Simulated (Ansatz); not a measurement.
Computed results, one entry a study.

## Quasiparticle gap of SiO2 (Quartz)

The structure is trigonal, space group P3_121 (No. 152). Conventional cell: a = 4.916 Å, b = 4.916 Å, c = 5.409 Å, α = 90.00°, β = 90.00°, γ = 120.00°. Nearest to Si lie 4 O at 1.61 Å. Nearest to O lie 2 Si at 1.61 Å. Farther neighbours and most contacts between anions are not listed.

| Item | Value |
| --- | --- |
| method | DFT, PBE, plane waves, PAW; PAW set soft_1 (and 1 further level or step) |
| program | Ansatz 0.2.0 |
| settings of one run | cutoff 420 eV, 6×6×4 k-mesh, smearing width 0.02 eV, PAW set soft 1 |
| cost | 2 runs, 8.1 min in all on 1 × NVIDIA H100 80GB HBM3 (shared by 3 runs) with 4 threads of AMD EPYC 7R13 (Zen 3), shared host (the runs of this entry) |
| notes | The cell and positions come from the Crystallography Open Database and are kept as given unless a step says otherwise. |
| PBE gap | 6.00 eV, indirect |
| G0W0 gap on the mesh | 9.21 eV, from k = (0.333, 0.333, 0.000) to k = Γ |
| GW settings | 6×6×4 mesh, 1140 empty bands, screening to 270 eV, hard PAW files |
| known limits | not at the basis limit |

The correction moves the gap on the mesh from 6.00 eV to 9.21 eV (+3.21 eV): the valence edge shifts by −2.18 eV and the conduction edge by +1.03 eV on the run's own scale. Z is 0.80 and 0.87 at the edges, as usual for well-defined quasiparticles.

[Runs of the session that timed out or met a known fault of the program may be left out.]

[Cells called generated may have been cut or substituted from an entry of the Crystallography Open Database or the Materials Project.]

[Hosts, paths, dates, database ids (printed as entryN), source tags and the programs' standing remarks are cut or masked in the printed files.]
